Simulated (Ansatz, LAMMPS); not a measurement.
# Squeezing and shearing glassy 62SiO2-19Al2O3-19CaO (mol %) (118 atoms)

How stiff is glassy 62SiO2-19Al2O3-19CaO (mol %) (118 atoms), and how do its levels respond to strain?

Program: Ansatz 0.2.0. Level of theory: Kohn-Sham DFT, PBEsol, PAW (set soft_2), plane waves. Results are calculated unless marked as measured.

### 1. The structure

The cell holds 118 atoms: 23 Si, 14 Al, 7 Ca and 74 O. Cell: a = 11.518 Å, b = 11.518 Å, c = 11.518 Å, α = 90.0°, β = 90.0°, γ = 90.0°. 118 atoms (23 Si, 14 Al, 7 Ca, 74 O) placed at random at 2.57 g/cm³, melted at 4000 K for 10 ps at fixed volume with the Morse and Coulomb pair potential with partial charges (Pedone, Malavasi, Menziani, Cormack and Segre, J. Phys. Chem. B 110, 11780 (2006)). Quenched from 4000 K to 300 K at 50 K/ps and fixed volume, held 10 ps at zero pressure, then minimised at fixed cell.

What the set-up can't give: The quench rate of 50 K/ps is many orders above laboratory rates, so the cell is likely richer in defects and strain than a real sample. The network of bonds at the start is that of the classical potential that made the cell, and needn't be the one that DFT or experiment would give. Only the Γ point is sampled.

### 2. Single point at the start

A single point comes first, to see the forces before anything moves.

The input, input.yaml:

```yaml
crystal:
  lattice:
    - [11.51802, 0.0, 0.0]
    - [0.0, 11.51802, 0.0]
    - [0.0, 0.0, 11.51802]
  atoms:
    - { symbol: Si, position: [0.04521, 0.31627, 0.94922] }
    - { symbol: Si, position: [0.67495, 0.69726, 0.1564] }
    - { symbol: Si, position: [0.60468, 0.97921, 0.66342] }
    - { symbol: Si, position: [0.29856, 0.23273, 0.94826] }
    - { symbol: Si, position: [0.34816, 0.63826, 0.38737] }
    - { symbol: Si, position: [0.7082, 0.61891, 0.51779] }
    - { symbol: Si, position: [0.77509, 0.70083, 0.91537] }
    - { symbol: Si, position: [0.18561, 0.02359, 0.32002] }
    - { symbol: Si, position: [0.66885, 0.06972, 0.03165] }
    - { symbol: Si, position: [0.45239, 0.30539, 0.62186] }
    - { symbol: Si, position: [0.51191, 0.25911, 0.3545] }
    - { symbol: Si, position: [0.76844, 0.83138, 0.3679] }
    - { symbol: Si, position: [0.57395, 0.5048, 0.31956] }
    - { symbol: Si, position: [0.58911, 0.71669, 0.73104] }
    - { symbol: Si, position: [0.96276, 0.37794, 0.2104] }
    - { symbol: Si, position: [0.46532, 0.44954, 0.92646] }
    - { symbol: Si, position: [0.16648, 0.50752, 0.25411] }
    - { symbol: Si, position: [0.11506, 0.6877, 0.06882] }
    - { symbol: Si, position: [0.10681, 0.69875, 0.6954] }
    - { symbol: Si, position: [0.40657, 0.89404, 0.28822] }
    - { symbol: Si, position: [0.98187, 0.88335, 0.86685] }
    - { symbol: Si, position: [0.60605, 0.01904, 0.40954] }
    - { symbol: Si, position: [0.82987, 0.19646, 0.86443] }
    - { symbol: Al, position: [0.10498, 0.90712, 0.55811] }
    - { symbol: Al, position: [0.7261, 0.44916, 0.81596] }
    - { symbol: Al, position: [0.03397, 0.24022, 0.45559] }
    - { symbol: Al, position: [0.94246, 0.97966, 0.40991] }
    - { symbol: Al, position: [0.51409, 0.86935, 0.04786] }
    - { symbol: Al, position: [0.3663, 0.57744, 0.66008] }
    - { symbol: Al, position: [0.01474, 0.91422, 0.15361] }
    - { symbol: Al, position: [0.24663, 0.12024, 0.62323] }
    - { symbol: Al, position: [0.26908, 0.24649, 0.23113] }
    - { symbol: Al, position: [0.88197, 0.03661, 0.66567] }
    - { symbol: Al, position: [0.45874, 0.04805, 0.87945] }
    - { symbol: Al, position: [0.86372, 0.42414, 0.54284] }
    - { symbol: Al, position: [0.96681, 0.55899, 0.8552] }
    - { symbol: Al, position: [0.72982, 0.27478, 0.6346] }
    - { symbol: Ca, position: [0.80317, 0.1892, 0.31195] }
    - { symbol: Ca, position: [0.00865, 0.65451, 0.41248] }
    - { symbol: Ca, position: [0.6645, 0.33855, 0.09561] }
    - { symbol: Ca, position: [0.38717, 0.61292, 0.11103] }
    - { symbol: Ca, position: [0.32673, 0.73994, 0.85614] }
    - { symbol: Ca, position: [0.13826, 0.38414, 0.68688] }
    - { symbol: Ca, position: [0.2483, 0.96344, 0.02054] }
    - { symbol: O, position: [0.43876, 0.55428, 0.31364] }
    - { symbol: O, position: [0.13764, 0.20199, 0.57009] }
    - { symbol: O, position: [0.55764, 0.01783, 0.53742] }
    - { symbol: O, position: [0.03043, 0.35262, 0.08434] }
    - { symbol: O, position: [0.02104, 0.91631, 0.99621] }
    - { symbol: O, position: [0.9017, 0.8223, 0.39198] }
    - { symbol: O, position: [0.4102, 0.91224, 0.15179] }
    - { symbol: O, position: [0.02729, 0.49658, 0.26343] }
    - { symbol: O, position: [0.83214, 0.38378, 0.18827] }
    - { symbol: O, position: [0.32048, 0.10727, 0.8913] }
    - { symbol: O, position: [0.37097, 0.54941, 0.91889] }
    - { symbol: O, position: [0.95515, 0.2158, 0.91993] }
    - { symbol: O, position: [0.00713, 0.60868, 0.71928] }
    - { symbol: O, position: [0.8314, 0.18982, 0.72038] }
    - { symbol: O, position: [0.7037, 0.745, 0.45688] }
    - { symbol: O, position: [0.18613, 0.5822, 0.13886] }
    - { symbol: O, position: [0.64776, 0.93456, 0.04673] }
    - { symbol: O, position: [0.03668, 0.63089, 0.96984] }
    - { symbol: O, position: [0.75646, 0.09844, 0.92546] }
    - { symbol: O, position: [0.78754, 0.41617, 0.68126] }
    - { symbol: O, position: [0.98832, 0.28732, 0.31056] }
    - { symbol: O, position: [0.70758, 0.14374, 0.13769] }
    - { symbol: O, position: [0.53836, 0.10956, 0.99182] }
    - { symbol: O, position: [0.46462, 0.30162, 0.47928] }
    - { symbol: O, position: [0.57743, 0.36955, 0.29825] }
    - { symbol: O, position: [0.39783, 0.32421, 0.91419] }
    - { symbol: O, position: [0.01223, 0.41955, 0.86165] }
    - { symbol: O, position: [0.22169, 0.76148, 0.02162] }
    - { symbol: O, position: [0.1089, 0.75608, 0.57023] }
    - { symbol: O, position: [0.8346, 0.56357, 0.49522] }
    - { symbol: O, position: [0.75895, 0.68304, 0.04972] }
    - { symbol: O, position: [0.36952, 0.76199, 0.32386] }
    - { symbol: O, position: [0.72866, 0.78932, 0.24463] }
    - { symbol: O, position: [0.58264, 0.84344, 0.67901] }
    [... 34 atom lines left out ...]
    - { symbol: O, position: [0.35968, 0.2054, 0.6525] }
    - { symbol: O, position: [0.22533, 0.62625, 0.71234] }
    - { symbol: O, position: [0.65358, 0.7258, 0.85438] }
    - { symbol: O, position: [0.73996, 0.99888, 0.65448] }
    - { symbol: O, position: [0.50816, 0.4549, 0.05947] }
    - { symbol: O, position: [0.6186, 0.53709, 0.4489] }
kpoints:
  mp_grid: { grid: [1, 1, 1] }
hamiltonian:
  xc: pbesol
scf:
  occupations: { method: gaussian, width: 0.05 }
output:
  forces: true
```

The run is started by

```
ansatz run input.yaml --threads 4 --pin off --max-ram 8192MiB --backend cpu --events-out ev --progress --plain --runs-dir out
```

Numbers of over 12 decimals in the logs are rounded to 6 here.

Output:

```text
[...]
Pseudopotentials: kind: paw
Pseudopotential: Si, paw, valence charge 4, recommended cutoff 420 eV (normal), Si.paw.azcp
Pseudopotential: Al, paw, valence charge 3, recommended cutoff 420 eV (normal), Al.paw.azcp
Pseudopotential: Ca, paw, valence charge 10, recommended cutoff 420 eV (normal), Ca.paw.azcp
Pseudopotential: O, paw, valence charge 6, recommended cutoff 420 eV (normal), O.paw.azcp
[... 3 lines on functional and potentials left out ...]
Crystal: 118 atoms, lattice volume = 1528.036 Å³
Basis set: ecut = 420 eV, 29855 PW (Γ), exchange–correlation on 160×160×160 points (8 copies of the dense FFT grid, shifted against one another)
Bands: 442, of which v1, the nominal top of the filled ones, is band 324 counted from 1 (323 counted from 0)
Symmetry: 1 space group operations
Space group: P1 (ITA 1), of the structure as read, at distance tolerance 1.2e-4 Å
k-points: 1
[... 13 lines on functional and potentials left out ...]
Initial density: superposition of atomic densities (neutral atoms: chi_scale 0, normalization atom), corrected by the library's trained network
Initial wavefunctions: pseudopotential atomic-orbital guess
[...]
SCF iter   1: F=—  HF=-75841.478324 eV  |F-HF|=—  |Δ(HF+E_count)|=         —  Δρ=1.17e-2  dr2=1.67e0  ethr=1.77e-3  ⟨swp⟩=7.0  Hψ=2261  notcnv=0  defer=99
preconditioner: auto → Resta (q_TF=auto, 2.365 Å⁻¹)  ε∞=3.3  [insulator: Δε(μ)=3.386 eV  Ē_g=15.747 eV  σ=0.050 eV  W_gap=1.00  n_scr=340 (ndim 8)  ℏωp=23.9 eV  f_vac=0.119  D(μ)=0.00/eV (n_scr^D=0)  ε∞_Penn≈3.3]
SCF iter   2: F=—  HF=-75841.010215 eV  |F-HF|=—  |Δ(HF+E_count)|=   4.68e-1  Δρ=1.95e-3  dr2=4.42e-2  ethr=2.57e-4  ⟨swp⟩=2.0  Hψ=737  notcnv=0  defer=112
SCF iter   3: F=—  HF=-75841.008989 eV  |F-HF|=—  |Δ(HF+E_count)|=   1.23e-3  Δρ=8.86e-4  dr2=1.43e-2  ethr=6.83e-6  ⟨swp⟩=2.0  Hψ=559  notcnv=0  defer=45
automatic band count: iteration 3 solves 375 bands in place of 442: the levels show a gap, and the empty bands left out lie too high to hold charge; the band table lists the bands solved (type scf.n_extra_bands for more)
SCF iter   4: F=—  HF=-75841.010734 eV  |F-HF|=—  |Δ(HF+E_count)|=   1.74e-3  Δρ=6.59e-4  dr2=6.36e-3  ethr=2.20e-6  ⟨swp⟩=2.0  Hψ=562  notcnv=0  defer=45
SCF iter   5: F=—  HF=-75841.009926 eV  |F-HF|=—  |Δ(HF+E_count)|=   8.08e-4  Δρ=1.14e-4  dr2=3.29e-4  ethr=9.81e-7  ⟨swp⟩=2.0  Hψ=564  notcnv=0  defer=45
[...]
SCF iter   9: F=—  HF=-75841.009741 eV  |F-HF|=—  |Δ(HF+E_count)|=   9.33e-7  Δρ=4.40e-6  dr2=2.56e-7  ethr=1.14e-10  ⟨swp⟩=2.0  Hψ=639  notcnv=0  defer=45
SCF iter  10: F=-75841.009741 eV  HF=-75841.009741 eV  |F-HF|=2.27e-8  |Δ(HF+E_count)|=   8.04e-8  Δρ=1.09e-6  dr2=2.14e-8  ethr=1.54e-11  ⟨swp⟩=4.0  Hψ=1249  notcnv=0
SCF 1 converged in 10 iterations: F = -75841.009741 eV  dr2 = 2.14e-8
[...]
SCF converged after 10 iterations
Free energy (F): -75841.009741 eV
Harris-Foulkes:  -75841.009741 eV  (|F-HF|=2.27e-8)
Internal energy: -75841.009741 eV  (E = F + TS)
E sigma→0 (E₀):  -75841.009741 eV
Fermi energy:    5.991815 eV
--- Per-component energies (eV) ---
[...]
Σ components = -75841.009741   (vs F -75841.009741, Δ=0.00e0)
--- Forces (eV/Å), atoms counted from 1 ---
  atom   1  Si    -0.58638094     0.55844927     1.23051538
  atom   2  Si    -1.68218847     0.62361106     0.58083459
  atom   3  Si     1.08673131    -0.29810466    -0.18841133
  atom   4  Si     0.36961240     1.05510098     1.46723980
[...]
atom 118  O     -0.66534502    -0.83921276     0.13591511
  max |Σ_I F_I| component: 8.49e-5 eV/Å
```

It took 13 s on 4 threads of Intel Xeon Platinum 8375C at 2.90GHz (Ice Lake), shared host; peak memory 2.4 GiB; 43 s of CPU time.

In the SCF lines HF is the Harris–Foulkes energy and dr2 the Hartree energy of the density residual, in eV; the loop may stop once dr2 is under the threshold and the program's other checks hold. Hψ counts applications of the Hamiltonian.

The r.m.s. force at the start is 0.84 eV/Å.

### 3. Cell and atoms relaxed

The cell is relaxed with the atoms, since the starting lattice needn't suit this functional.

The input, input.yaml:

```yaml
crystal:
  lattice:
    - [11.51802, 0.0, 0.0]
    - [0.0, 11.51802, 0.0]
    - [0.0, 0.0, 11.51802]
  atoms:
    [... the 118 atom lines of step 2 ...]
kpoints:
  mp_grid: { grid: [1, 1, 1] }
hamiltonian:
  xc: pbesol
scf:
  occupations: { method: gaussian, width: 0.05 }
output:
  forces: true
relax:
  f_tol: 0.05
  max_steps: 150
  cell: {}
```

Output:

```text
[...]
Crystal: 118 atoms, lattice volume = 1528.036 Å³
Basis set: ecut = 420 eV, 29855 PW (Γ), exchange–correlation on 160×160×160 points (8 copies of the dense FFT grid, shifted against one another)
Bands: 442, of which v1, the nominal top of the filled ones, is band 324 counted from 1 (323 counted from 0)
Symmetry: 1 space group operations
[...]
k-points: 1
[...]
SCF iter   1: F=—  HF=-75841.478324 eV  |F-HF|=—  |Δ(HF+E_count)|=         —  Δρ=1.17e-2  dr2=1.67e0  ethr=1.77e-3  ⟨swp⟩=7.0  Hψ=2261  notcnv=0  defer=99
[...]
SCF iter  10: F=-75841.009741 eV  HF=-75841.009741 eV  |F-HF|=2.29e-8  |Δ(HF+E_count)|=   8.04e-8  Δρ=1.07e-6  dr2=2.08e-8  ethr=1.54e-11  ⟨swp⟩=4.0  Hψ=1310  notcnv=0
SCF 1 converged in 10 iterations: F = -75841.009741 eV  dr2 = 2.08e-8
[...]
relax step   1: F+E_penalty+E_count = -75841.00974081 eV  Δ(F+E_penalty+E_count) = +0.000e0 eV  max|allowed force component| = 3.195e0 eV/Å  Δτ_max = 0.0000 Å  P = +4.839 GPa  Ω = 1528.036 Å³  (10 SCF iters, dr2 threshold 1.00e-7 eV, accepted)
[... from here on, the SCF cycles and remarks between the steps are left out ...]
relax step   2: F+E_penalty+E_count = -75843.71605966 eV  Δ(F+E_penalty+E_count) = -2.706e0 eV  max|allowed force component| = 1.459e0 eV/Å  Δτ_max = 0.1437 Å  P = +3.018 GPa  Ω = 1533.505 Å³  energy of the carried Pulay correction = -2.057e-2 eV  (7 SCF iters, dr2 threshold 1.18e-5 eV, accepted)
relax step   3: F+E_penalty+E_count = -75845.02008588 eV  Δ(F+E_penalty+E_count) = -1.304e0 eV  max|allowed force component| = 6.334e-1 eV/Å  Δτ_max = 0.1365 Å  P = -0.169 GPa  Ω = 1548.450 Å³  energy of the carried Pulay correction = -7.642e-2 eV  (7 SCF iters, dr2 threshold 1.18e-5 eV, accepted)
relax step   4: F+E_penalty+E_count = -75845.55061564 eV  Δ(F+E_penalty+E_count) = -5.305e-1 eV  max|allowed force component| = 1.358e0 eV/Å  Δτ_max = 0.2000 Å  P = +0.152 GPa  Ω = 1535.031 Å³  energy of the carried Pulay correction = -2.630e-2 eV  (7 SCF iters, dr2 threshold 1.18e-5 eV, accepted)
relax step   5: F+E_penalty+E_count = -75845.73146001 eV  Δ(F+E_penalty+E_count) = -1.808e-1 eV  max|allowed force component| = 4.139e-1 eV/Å  Δτ_max = 0.0647 Å  P = -0.018 GPa  Ω = 1536.666 Å³  energy of the carried Pulay correction = -3.243e-2 eV  (7 SCF iters, dr2 threshold 1.18e-5 eV, accepted)
relax step   6: F+E_penalty+E_count = -75845.77886950 eV  Δ(F+E_penalty+E_count) = -4.741e-2 eV  max|allowed force component| = 2.234e-1 eV/Å  Δτ_max = 0.2000 Å  P = -0.030 GPa  Ω = 1537.111 Å³  energy of the carried Pulay correction = -3.410e-2 eV  (7 SCF iters, dr2 threshold 1.07e-5 eV, accepted)
relax step   7: F+E_penalty+E_count = -75845.85929404 eV  Δ(F+E_penalty+E_count) = -8.042e-2 eV  max|allowed force component| = 1.051e-1 eV/Å  Δτ_max = 0.2000 Å  P = -0.013 GPa  Ω = 1535.717 Å³  energy of the carried Pulay correction = -2.887e-2 eV  (8 SCF iters, dr2 threshold 3.12e-6 eV, accepted)
relax step   8: F+E_penalty+E_count = -75845.90124435 eV  Δ(F+E_penalty+E_count) = -4.195e-2 eV  max|allowed force component| = 1.203e-1 eV/Å  Δτ_max = 0.2000 Å  P = -0.120 GPa  Ω = 1535.960 Å³  energy of the carried Pulay correction = -2.979e-2 eV  (8 SCF iters, dr2 threshold 6.91e-7 eV, accepted)
relax step   9: F+E_penalty+E_count = -75845.92644356 eV  Δ(F+E_penalty+E_count) = -2.520e-2 eV  max|allowed force component| = 2.094e-1 eV/Å  Δτ_max = 0.1302 Å  P = -0.041 GPa  Ω = 1532.512 Å³  energy of the carried Pulay correction = -1.684e-2 eV  (7 SCF iters, dr2 threshold 9.05e-7 eV, accepted)
relax step  10: F+E_penalty+E_count = -75845.93769518 eV  Δ(F+E_penalty+E_count) = -1.125e-2 eV  max|allowed force component| = 1.421e-1 eV/Å  Δτ_max = 0.2000 Å  P = -0.064 GPa  Ω = 1533.643 Å³  energy of the carried Pulay correction = -2.109e-2 eV  (7 SCF iters, dr2 threshold 2.74e-6 eV, accepted)
relax step  11: F+E_penalty+E_count = -75845.93693226 eV  Δ(F+E_penalty+E_count) = +7.629e-4 eV  max|allowed force component| = 1.097e-1 eV/Å  Δτ_max = 0.0890 Å  P = -0.041 GPa  Ω = 1533.952 Å³  energy of the carried Pulay correction = -2.225e-2 eV  (7 SCF iters, dr2 threshold 1.26e-6 eV, accepted)
relax step  12: F+E_penalty+E_count = -75845.94730617 eV  Δ(F+E_penalty+E_count) = -1.037e-2 eV  max|allowed force component| = 1.885e-1 eV/Å  Δτ_max = 0.0705 Å  P = +0.176 GPa  Ω = 1531.928 Å³  energy of the carried Pulay correction = -1.465e-2 eV  (7 SCF iters, dr2 threshold 7.53e-7 eV, accepted)
relax step  13: F+E_penalty+E_count = -75845.95237726 eV  Δ(F+E_penalty+E_count) = -5.071e-3 eV  max|allowed force component| = 4.084e-2 eV/Å  Δτ_max = 0.0394 Å  P = -0.013 GPa  Ω = 1532.886 Å³  energy of the carried Pulay correction = -1.825e-2 eV  (7 SCF iters, dr2 threshold 2.22e-6 eV, accepted)
relax step  14: F+E_penalty+E_count = -75846.01608894 eV  Δ(F+E_penalty+E_count) = -6.371e-2 eV  max|allowed force component| = 4.076e-2 eV/Å  Δτ_max = 0.0000 Å  P = +0.049 GPa  Ω = 1532.886 Å³  stress off target by 2.21e-1 GPa  SCF on the basis re-selected at this cell (its energy is not comparable with the rows above)  (7 SCF iters)
relax step  15: F+E_penalty+E_count = -75846.01565874 eV  Δ(F+E_penalty+E_count) = +4.302e-4 eV  max|allowed force component| = 3.245e-2 eV/Å  Δτ_max = 0.0399 Å  P = -0.014 GPa  Ω = 1534.284 Å³  energy of the carried Pulay correction = -5.214e-3 eV  (8 SCF iters, dr2 threshold 1.22e-7 eV, accepted)
relax step  16: F+E_penalty+E_count = -75846.01871086 eV  Δ(F+E_penalty+E_count) = -3.052e-3 eV  max|allowed force component| = 1.299e-2 eV/Å  Δτ_max = 0.0142 Å  P = -0.002 GPa  Ω = 1533.898 Å³  energy of the carried Pulay correction = -3.750e-3 eV  (9 SCF iters, dr2 threshold 9.94e-9 eV, accepted)
relax step  17: F+E_penalty+E_count = -75846.02546864 eV  Δ(F+E_penalty+E_count) = -6.758e-3 eV  max|allowed force component| = 1.299e-2 eV/Å  Δτ_max = 0.0000 Å  P = -0.000 GPa  Ω = 1533.898 Å³  stress off target by 3.39e-2 GPa  SCF on the basis re-selected at this cell (its energy is not comparable with the rows above)  (5 SCF iters)
[...]
SCF converged after 5 iterations
Free energy (F): -75846.025469 eV
[...]
Internal energy: -75846.025469 eV  (E = F + TS)
E sigma→0 (E₀):  -75846.025469 eV
Fermi energy:    6.109233 eV
[...]
--- Forces (eV/Å), atoms counted from 1 ---
  atom   1  Si    -0.00472247     0.00759353    -0.00087991
  atom   2  Si     0.00541921     0.00574183    -0.00546768
  atom   3  Si    -0.00059762    -0.00729426    -0.00628379
  atom   4  Si     0.00795046     0.00049889     0.00127182
  atom   5  Si    -0.00591871     0.01072775    -0.00713060
  atom   6  Si    -0.00101705    -0.00601070    -0.00771189
  atom   7  Si     0.00092985     0.00165674     0.00640650
  atom   8  Si    -0.00139049    -0.00388366    -0.00427569
  atom   9  Si    -0.00117460     0.00418846    -0.00368384
  atom  10  Si     0.00233986     0.00418194    -0.00248524
  atom  11  Si     0.00320809    -0.00903247    -0.00701396
  atom  12  Si     0.00043452    -0.00212565     0.00151510
  atom  13  Si    -0.00070826     0.00348237    -0.00746472
  atom  14  Si     0.00617479     0.00365167    -0.00230609
[...]
atom 117  O     -0.00026832    -0.00200589     0.00035133
  atom 118  O     -0.00309160    -0.00361652    -0.00319310
  max |Σ_I F_I| component: 7.58e-5 eV/Å
--- Stress (GPa, compression-positive) ---
       -0.003539       0.003230       0.002091
        0.003237      -0.017711      -0.025952
        0.002096      -0.025951       0.020808
  P = ⅓ Tr σ = -0.0001 GPa (-0.001 kbar)
--- Relaxed structure (15 steps of the walk, 15 accepted, 2 SCFs on fresh bases) ---
  F+E_penalty+E_count = -75846.02546864 eV   max|allowed force component| = 1.299e-2 eV/Å   (the final SCF, on the basis selected at the relaxed cell)
  cell:  # Å, volume = 1533.8985 Å³
    - [11.586246, 0.020383, 0.037947]
    - [0.020383, 11.404313, -0.243512]
    - [0.037947, -0.243512, 11.614094]
  atoms:
    - { symbol: Si, position: [0.039411, 0.315258, 0.939877] }
    - { symbol: Si, position: [0.666416, 0.695823, 0.155743] }
    - { symbol: Si, position: [0.603700, 0.966534, 0.666668] }
    - { symbol: Si, position: [0.292508, 0.233933, 0.952468] }
[...]
- { symbol: O, position: [0.607202, 0.535510, 0.450199] }
```

Run time: 3.1 min. Hardware: 4 threads; peak memory 2.4 GiB; 11 min of CPU time.

The relaxation converged after 15 steps, with a largest force component of 0.013 eV/Å.

(Part 1 of 4 ends here.)

[Logs are printed without paths, hosts, clocks, repeated set-up lines and the standing remarks that a program may print on its own settings, such as how far it seeks lower states.]

[Hosts, paths, dates, database ids (printed as entryN), source tags and the programs' standing remarks are cut or masked in the printed files.]
